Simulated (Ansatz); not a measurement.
# SrWO4 (I4_1/a): spin-orbit coupling beyond the local functionals

Wanted: gaps of SrWO4 (I4_1/a) with and without spin-orbit coupling, with cost.

Program: Ansatz 0.2.0. Level of theory: density functionals with and without spin-orbit coupling, plane waves, PAW. Values are calculated unless marked as measured.

**Experimental background.**

- Gap 4.9 eV: onset of steep optical absorption, direct gap; UV-visible optical absorption; 300 K; bulk crystal (Czochralski crystal, cleaved platelet about 20 um thick) (“A combined high-pressure experimental and theoretical study of the electronic band-structure of scheelite-type AWO4 (A = Ca, Sr, Ba, Pb) compounds”, 2011, arxiv:1107.3014).

- Gap 5.08 eV: direct gap from absorption edge with Urbach fit; optical absorption; 300 K; bulk crystal (thin cleaved platelet of Czochralski crystal, 10-30 um thick) (“Optical absorption of divalent metal tungstates: Correlation between the band-gap energy and the cation ionic radius”, 2008, arxiv:0807.2115).

## (1) The structure

It takes space group I4_1/a (No. 88, tetragonal). Conventional cell: a = 5.440 Å, b = 5.440 Å, c = 11.940 Å, α = 90.00°, β = 90.00°, γ = 90.00°. Nearest to Sr lie 8 O at 2.58 to 2.62 Å. W has 4 O at 1.80 Å nearest. Nearest to O lie 1 W at 1.80 Å and 2 Sr at 2.58 to 2.62 Å. Farther neighbours, and contacts between anions beyond the nearest, are not listed.

The cell and positions are those that the Materials Project relaxed with its own functionals (PBE, PBE+U or r2SCAN), kept fixed. The default PAW set here is soft_2. Its files were made with PBE.

## (2) HSE06, 4×4×4 mesh

This step: DFT, HSE06, plane waves, PAW.

Input file input.yaml:

```yaml
crystal:
  lattice:
    - [-2.7201121709, 2.7201121709, 5.9699255756]
    - [2.7201121709, -2.7201121709, 5.9699255756]
    - [2.7201121709, 2.7201121709, -5.9699255756]
  atoms:
    - { symbol: Sr, position: [0.75, 0.25, 0.5] }
    - { symbol: Sr, position: [0.0, 0.0, 0.0] }
    - { symbol: W, position: [0.25, 0.75, 0.5] }
    - { symbol: W, position: [0.5, 0.5, 0.0] }
    - { symbol: O, position: [0.44084291, 0.81857378, 0.09339807] }
    - { symbol: O, position: [0.56857378, 0.97517571, 0.87773087] }
    - { symbol: O, position: [0.09744484, 0.69084291, 0.12226913] }
    - { symbol: O, position: [0.72517571, 0.34744484, 0.90660193] }
    - { symbol: O, position: [0.02482429, 0.90255516, 0.59339807] }
    - { symbol: O, position: [0.65255516, 0.55915709, 0.37773087] }
    - { symbol: O, position: [0.18142622, 0.27482429, 0.62226913] }
    - { symbol: O, position: [0.30915709, 0.43142622, 0.40660193] }
kpoints:
  mp_grid: { grid: [4, 4, 4] }
  band_path:
    path:
      - [0.0, 0.0, 0.0]
      - [0.0, 0.0, 0.5]
      - [0.25, 0.25, 0.25]
      - [0.0, 0.5, 0.0]
      - [0.5, 0.5, -0.5]
      - [0.30190101, 0.69809899, -0.30190101]
      - [-0.30190101, 0.30190101, 0.30190101]
      - [-0.10380202, 0.10380202, 0.5]
    npoints: 1
hamiltonian:
  xc: hse06
scf:
  occupations: { method: fixed }
  n_extra_bands: 8
output:
  eigenvalues: true
```

Started as:

```
ansatz run input.yaml --threads 3 --pin off --max-ram 92160MiB --backend cuda --events-out ev --progress --plain --runs-dir out --devices 1 --max-vram 13GiB
```

What it wrote:

```text
scf.n_extra_bands = 8 over 48 filled bands (N_el = 96.0): the run solves 56 bands
GPUs: using 1 of 1 available (devices: 1).
Engine: ansatz 0.2.0, x86_64-unknown-linux-gnu
Pseudopotentials: kind: paw
Pseudopotential: Sr, paw, valence charge 10, recommended cutoff 420 eV (normal), Sr.paw.azcp
Pseudopotential: W, paw, valence charge 14, recommended cutoff 420 eV (normal), W.paw.azcp
Pseudopotential: O, paw, valence charge 6, recommended cutoff 420 eV (normal), O.paw.azcp
Functional definition: HSE06
  parameter a = 0.25
  parameter omega = 0.11/bohr
  exchange = pbe_x - a*pbe_x_sr(omega) + a*exact_x_sr(omega)
  correlation = pbe_c
davidson cushion auto → on  (no smearing: the cushion is to keep the highest requested band from converging to the state above it; pin scf.eigensolver.cushion to override)
device memory: the entry about to start is reckoned to put 4.2 GiB on a device that reports 32.9 GiB free (of which the cap on the GPU budget leaves the run 13.0 GiB)
GPU FFT provider: cuFFT
GPU libraries: cuBLAS 13.8.2, cuFFT 12.4.0, cuSOLVER 12.3.4
Crystal: 12 atoms, lattice volume = 176.686 Å³
Basis set: ecut = 420 eV, 3435 PW (Γ)
Bands: 56, of which v1, the nominal top of the filled ones, is band 48 counted from 1 (47 counted from 0)
Symmetry: 8 space group operations
Space group: I41/a (ITA 88), of the structure as read, at distance tolerance 5.6e-5 Å
k-points: 14 of 64
Non-local potential: Sr, projectors of the file, l = 0: 3, l = 1: 2, l = 2: 2
Non-local potential: W, projectors of the file, l = 0: 3, l = 1: 2, l = 2: 2, l = 3: 1
Non-local potential: O, projectors of the file, l = 0: 2, l = 1: 2, l = 2: 1
PAW form: soft (Blöchl's): semilocal exchange-correlation on the pseudo side does not see the compensation charge
PAW frozen core: Sr, regenerated for the run's functional, and the local potential with it (the file was generated under x = pbe(κ = 0.804, μ = 0.219515), c = pbe(β = 0.066725))
PAW frozen core: W, regenerated for the run's functional, and the local potential with it (the file was generated under x = pbe(κ = 0.804, μ = 0.219515), c = pbe(β = 0.066725))
PAW frozen core: O, regenerated for the run's functional, and the local potential with it (the file was generated under x = pbe(κ = 0.804, μ = 0.219515), c = pbe(β = 0.066725))
PAW one-centre angular grid: Sr, 110 points (default); XC on 64 Gauss nodes
PAW one-centre angular grid: W, 590 points (default); XC on 64 Gauss nodes
PAW one-centre angular grid: O, 110 points (default); XC on 96 Gauss nodes
Initial density: superposition of atomic densities (neutral atoms: chi_scale 0, normalization atom), corrected by the library's trained network
Initial wavefunctions: pseudopotential atomic-orbital guess
GPU buffer pool allocated for 110592 grid points (all kernels)
[...]
Frozen-core exchange: fock
SCF iter   1: F=—  HF=-32414.664298 eV  |F-HF|=—  |Δ(HF+E_count)|=         —  Δρ=6.92e-5  dr2=4.64e-6  ethr=6.48e-7  ⟨swp⟩=2.6  Hψ=1751  notcnv=0
preconditioner: auto → none  [insulator: Δε(μ)=5.965 eV  Ē_g=14.587 eV  n_scr=36 (ndim 8)  ℏωp=24.4 eV  f_vac=0.056]
SCF iter   2: F=—  HF=-32414.664298 eV  |F-HF|=—  |Δ(HF+E_count)|=   2.44e-7  Δρ=3.46e-5  dr2=7.90e-7  ethr=4.02e-9  ⟨swp⟩=4.1  Hψ=2598  notcnv=0
SCF iter   3: F=—  HF=-32414.664300 eV  |F-HF|=—  |Δ(HF+E_count)|=   1.41e-6  Δρ=2.42e-5  dr2=5.65e-7  ethr=6.67e-10  ⟨swp⟩=5.0  Hψ=2594  notcnv=0
iter 4 solved again at ethr=2.48e-11 eV; its pass at ethr=5.77e-10 eV (dr2=2.38e-8 eV) is discarded
SCF iter   4: F=-32414.664299 eV  HF=-32414.664299 eV  |F-HF|=2.07e-8  |Δ(HF+E_count)|=   1.85e-7  Δρ=2.69e-6  dr2=2.74e-8  ethr=2.48e-11  ⟨swp⟩=2.9  Hψ=4059  notcnv=0
SCF 3 converged in 4 iterations: F = -32414.664299 eV  dr2 = 2.74e-8
hybrid outer 2: dexx = +1.826e-6 eV, tail = 7.83e-8 eV, Δε = 3.22e-3 eV (about 1.08e-4 eV left of the loop's levels)
the search or the solves at the SCF's close seem to have found levels that the self-consistency loop had missed (the run counts 1). By its estimate they hold under 1e-12 electrons; where the run keeps them, the occupations were computed again with them
device memory: the entry about to start is reckoned to put 1.4 GiB on a device that reports 31.3 GiB free (of which the cap on the GPU budget leaves the run 13.0 GiB)
NSCF: frozen V_eff on 8 k-points
hybrid SCF converged: 2 outer / 10 inner (+3 warm-up), last move |dexx| = 1.83e-6 eV, tail = 7.83e-8 eV
Stability not checked: this state was not tested for a lower state beside it, because the functional holds exact exchange (a hybrid, or Hartree-Fock), whose exchange loop this test does not read (fock_operator; see scf.lower_state_search)
Free energy (F): -32414.664300 eV
Frozen-core exchange: fock
Harris-Foulkes:  -32414.664300 eV  (|F-HF|=2.07e-8)
Internal energy: -32414.664300 eV  (E = F + TS)
E sigma→0 (E₀):  -32414.664300 eV
Fermi energy:    5.435288 eV
--- Per-component energies (eV) ---
  E_band       = -956.832583
  E_kinetic    = 2788.004067
  E_local      = -6744.511152  (includes V_loc(G=0)·N_el)
  E_nonlocal   = 778.040104
  E_hartree    = 2287.672312
  E_xc         = -1172.425240
  E_vxc        = -1232.398362  (∫ρ·V_xc dr)
  E_exx        = -282.026008  (= α·E_x^exact, valence–valence)
  E_paw        = -23794.704438  (= ΣΔE_a)
  E_vpaw       = -557.267136  (= ΣTr[D̂ρ^β])
  E_aug_tail   = 0.019311  (compensation charges beyond the density's cutoff)
  E_ewald      = -6267.930270
  E_core_change = -6.802986  (= ΣΔE_core)
  E_smearing   = -0.000000  (= −TS)
  E_closure    = -0.000000  (closes the sum)
  Σ components = -32414.664300   (vs F -32414.664300, Δ=7.28e-12)
--- Band table (eV; the first three rows and the last of 14) ---
  k-point 0: bands = [... 44 lower, 4.6858, 5.1207, 5.4353, 5.4353, 11.3991, 11.7537, 12.0170, 12.0735, ... 4 higher]
  k-point 1: bands = [... 44 lower, 4.9871, 5.0037, 5.0298, 5.3017, 11.5638, 11.8596, 11.8874, 12.1697, ... 4 higher]
  k-point 2: bands = [... 44 lower, 4.9884, 4.9884, 5.0520, 5.0520, 11.6021, 11.6021, 12.0838, 12.0838, ... 4 higher]
  k-point 13: bands = [... 44 lower, 5.0902, 5.0902, 5.3480, 5.3480, 11.5101, 11.5101, 11.7866, 11.7866, ... 4 higher]
```

It took 59 s on 1 × NVIDIA H100 80GB HBM3 (shared by 6 runs) with 3 threads of AMD EPYC 7R13 (Zen 3), shared host; peak memory 1.9 GiB; 94 s of CPU time.

Reading the cycles: dr2 is the Hartree energy of the density residual (eV), the measure of convergence; HF is the Harris–Foulkes estimate of the energy, which meets the free energy F at convergence.

This step gave:

| Item | Value |
| --- | --- |
| gap | 5.964 eV |
| valence top at | Γ |
| conduction bottom at | Γ |
| least direct gap | 5.964 eV |
| exact-exchange fraction | 0.25 |

The gap is direct, at Γ.

## (3) HSE06+SOC, 4×4×4 mesh

Spin-orbit coupling can split or shift the edges; a non-collinear run measures by how much.

This step: DFT, HSE06 with spin-orbit coupling, plane waves, PAW.

Edit input.yaml of step 2 so:

```diff
@@ -35,3 +35,6 @@
   occupations: { method: fixed }
-  n_extra_bands: 8
+  n_extra_bands: 16
+magnetization:
+  noncollinear: true
+  spin_orbit: true
 output:
```

What it wrote:

```text
[...]
GPUs: using 1 of 1 available (devices: 1).
[...]
non-collinear run that drives no moment, with spin-orbit: no starting moment large enough to seed its density (crystal.atoms[].spin), no starting occupations that ask for one, no magnetisation constraint and no magnetic field, so the semilocal B_xc is pinned to zero
[...]
GPU FFT provider: cuFFT
GPU libraries: cuBLAS 13.8.2, cuFFT 12.4.0, cuSOLVER 12.3.4
Crystal: 12 atoms, lattice volume = 176.686 Å³
Basis set: ecut = 420 eV, 3435 PW (Γ)
Bands: 112, of which v1, the nominal top of the filled ones, is band 96 counted from 1 (95 counted from 0)
Symmetry: 8 space group operations + 8 with time reversal
[...]
k-points: 14 of 64
Projection manifold: j_resolved (fully-relativistic pseudo-atomic orbitals)
[...]
GPU buffer pool allocated for 110592 grid points (all kernels)
[...]
SCF iter   1: F=—  HF=-32468.453367 eV  |F-HF|=—  |Δ(HF+E_count)|=         —  Δρ=9.63e-2  dr2=3.11e1  dr2_m=0.00e0 (ungated)  ethr=1.00e-1  |M|=0.00e0 ∫|m|=0.00e0 μB  |m|>n=0.0e0 m-floor=0.0e0 τ_xc=0.0e0  β_m=0.30  ⟨swp⟩=6.4  Hψ=6365  notcnv=0
[...]
SCF iter   6: F=-32460.491630 eV  HF=-32460.491504 eV  |F-HF|=1.27e-4  |Δ(HF+E_count)|=   4.30e-3  Δρ=4.32e-4  dr2=2.77e-4  dr2_m=0.00e0 (ungated)  ethr=7.01e-6  |M|=0.00e0 ∫|m|=0.00e0 μB  |m|>n=0.0e0 m-floor=0.0e0 τ_xc=0.0e0  ⟨swp⟩=3.0  Hψ=3623  notcnv=0
SCF 1 stopped early in 6 iterations: F = -32460.491630 eV  dr2 = 2.77e-4
[...]
GPU FFT provider: cuFFT
GPU libraries: cuBLAS 13.8.2, cuFFT 12.4.0, cuSOLVER 12.3.4
Projection manifold: j_resolved (fully-relativistic pseudo-atomic orbitals)
[...]
GPU buffer pool allocated for 110592 grid points (all kernels)
[...]
Frozen-core exchange: fock
SCF iter   1: F=—  HF=-32425.199659 eV  |F-HF|=—  |Δ(HF+E_count)|=         —  Δρ=1.26e-2  dr2=4.97e-1  dr2_m=0.00e0 (ungated)  ethr=2.88e-6  |M|=0.00e0 ∫|m|=0.00e0 μB  |m|>n=0.0e0 m-floor=0.0e0 τ_xc=0.0e0  β_m=0.30  ⟨swp⟩=7.3  Hψ=8407  notcnv=0
[...]
SCF iter   6: F=-32425.116152 eV  HF=-32425.116153 eV  |F-HF|=7.46e-7  |Δ(HF+E_count)|=   1.67e-5  Δρ=2.84e-5  dr2=4.53e-6  dr2_m=0.00e0 (ungated)  ethr=5.70e-8  |M|=0.00e0 ∫|m|=0.00e0 μB  |m|>n=0.0e0 m-floor=0.0e0 τ_xc=0.0e0  ⟨swp⟩=3.3  Hψ=3992  notcnv=0
SCF 2 stopped early in 6 iterations: F = -32425.116152 eV  dr2 = 4.53e-6
hybrid outer 1: dexx = +4.609e-2 eV, tail = 7.24e-5 eV
GPU FFT provider: cuFFT
GPU libraries: cuBLAS 13.8.2, cuFFT 12.4.0, cuSOLVER 12.3.4
Projection manifold: j_resolved (fully-relativistic pseudo-atomic orbitals)
GPU buffer pool allocated for 110592 grid points (all kernels)
[...]
Frozen-core exchange: fock
SCF iter   1: F=—  HF=-32425.115656 eV  |F-HF|=—  |Δ(HF+E_count)|=         —  Δρ=6.98e-5  dr2=9.65e-6  dr2_m=0.00e0 (ungated)  ethr=3.77e-7  |M|=0.00e0 ∫|m|=0.00e0 μB  |m|>n=0.0e0 m-floor=0.0e0 τ_xc=0.0e0  β_m=0.30  ⟨swp⟩=3.1  Hψ=3794  notcnv=0
[...]
SCF iter   3: F=-32425.115655 eV  HF=-32425.115655 eV  |F-HF|=4.86e-8  |Δ(HF+E_count)|=   1.08e-6  Δρ=1.00e-5  dr2=6.79e-8  dr2_m=0.00e0 (ungated)  ethr=4.80e-10  |M|=0.00e0 ∫|m|=0.00e0 μB  |m|>n=0.0e0 m-floor=0.0e0 τ_xc=0.0e0  ⟨swp⟩=5.5  Hψ=5034  notcnv=0
SCF 3 converged in 3 iterations: F = -32425.115655 eV  dr2 = 6.79e-8
[...]
NSCF: frozen V_eff on 8 k-points
[...]
Magnetization: |M| = 0.0000 μB,  M = (+0.0000, +0.0000, +0.0000) μB
Absolute magnetization: 0.0000 μB (∫|m|)
  site 0: m = (+0.0000, +0.0000, +0.0000) μB, |m| = 0.0000 μB  (R = 1.06 Å)
  site 1: m = (+0.0000, +0.0000, +0.0000) μB, |m| = 0.0000 μB  (R = 1.06 Å)
  site 2: m = (+0.0000, +0.0000, +0.0000) μB, |m| = 0.0000 μB  (R = 0.74 Å)
  site 3: m = (+0.0000, +0.0000, +0.0000) μB, |m| = 0.0000 μB  (R = 0.74 Å)
  site 4: m = (+0.0000, +0.0000, +0.0000) μB, |m| = 0.0000 μB  (R = 0.74 Å)
  site 5: m = (+0.0000, +0.0000, +0.0000) μB, |m| = 0.0000 μB  (R = 0.74 Å)
  site 6: m = (+0.0000, +0.0000, +0.0000) μB, |m| = 0.0000 μB  (R = 0.74 Å)
  site 7: m = (+0.0000, +0.0000, +0.0000) μB, |m| = 0.0000 μB  (R = 0.74 Å)
  site 8: m = (+0.0000, +0.0000, +0.0000) μB, |m| = 0.0000 μB  (R = 0.74 Å)
  site 9: m = (+0.0000, +0.0000, +0.0000) μB, |m| = 0.0000 μB  (R = 0.74 Å)
  site 10: m = (+0.0000, +0.0000, +0.0000) μB, |m| = 0.0000 μB  (R = 0.74 Å)
  site 11: m = (+0.0000, +0.0000, +0.0000) μB, |m| = 0.0000 μB  (R = 0.74 Å)
Free energy (F): -32425.115655 eV
Frozen-core exchange: fock
[...]
Internal energy: -32425.115655 eV  (E = F + TS)
E sigma→0 (E₀):  -32425.115655 eV
Fermi energy:    5.466901 eV
[...]
--- Band table (eV; the first three rows and the last of 14) ---
  k-point 0: bands = [... 92 lower, 5.4068, 5.4068, 5.4669, 5.4669, 11.3896, 11.3896, 11.7361, 11.7361, ... 12 higher]
  k-point 1: bands = [... 92 lower, 5.0502, 5.0502, 5.3049, 5.3049, 11.5400, 11.5400, 11.8109, 11.8109, ... 12 higher]
  k-point 2: bands = [... 92 lower, 5.0563, 5.0563, 5.0563, 5.0563, 11.5812, 11.5812, 11.5812, 11.5812, ... 12 higher]
  k-point 13: bands = [... 92 lower, 5.3509, 5.3509, 5.3509, 5.3509, 11.4910, 11.4910, 11.4910, 11.4910, ... 12 higher]
```

It took 2.8 min on 1 × NVIDIA H100 80GB HBM3 (shared by 6 runs) with 3 threads; peak memory 3.6 GiB.

Read from the output:

| Item | Value |
| --- | --- |
| gap | 5.923 eV |
| valence top at | Γ |
| conduction bottom at | Γ |
| least direct gap | 5.923 eV |
| exact-exchange fraction | 0.25 |

The gap stands −0.04 eV against HSE06.

## (4) Together

Times are wall times on 1 × NVIDIA H100 80GB HBM3 (shared by 6 runs) with 3 threads of AMD EPYC 7R13 (Zen 3), shared host, good to a factor of about two.

| level | gap (eV) | with coupling (eV) | change (eV) | time | with coupling |
| --- | --- | --- | --- | --- | --- |
| HSE06 | 5.96 | 5.92 | −0.04 | 59 s | 2.8 min |

## (5) Outcome

```
HSE06     : 5.96 eV
HSE06+SOC : 5.92 eV
```

**Reading.** Spin-orbit coupling changes the gap by −0.04 eV and the least direct gap by −0.04 eV. Against experiment, by HSE06+SOC: the direct gap of 5.92 eV lies +1.02 eV from the measured 4.9 eV (direct, 300 K, 2011); the direct gap of 5.92 eV lies +0.84 eV from the measured 5.08 eV (direct, 300 K, 2008). An exciton line or allowed optical edge lies below the quasiparticle gap by the binding energy; a forbidden edge can push the onset above it. The lattice is static and excitons are left out.

[Long decimals in the printed logs are rounded to 6 places.]

[Logs are printed without paths, hosts, clocks, repeated set-up lines and the standing remarks that a program may print on its own settings, such as how far it seeks lower states.]

[Paths, hosts, dates, memory and timing lines, banners, echoed tables and standing remarks are left out of the program output; an Ansatz launch command may be rebuilt from the run's recorded settings. Measured values are a selection of at most five: reports struck by readers or far from the other reports are left out. None is set beside runs whose start may be inverted or whose files or cutoffs have a known fault.]

[Runs of the session that timed out or met a known fault of the program may be left out.]

[Cells called generated may have been cut or substituted from an entry of the Crystallography Open Database or the Materials Project.]

[Hosts, paths, dates, database ids (printed as entryN), source tags and the programs' standing remarks are cut or masked in the printed files.]

[Where the starting crystal was built by hand or by swapping elements, it need not be the compound's stable phase.]
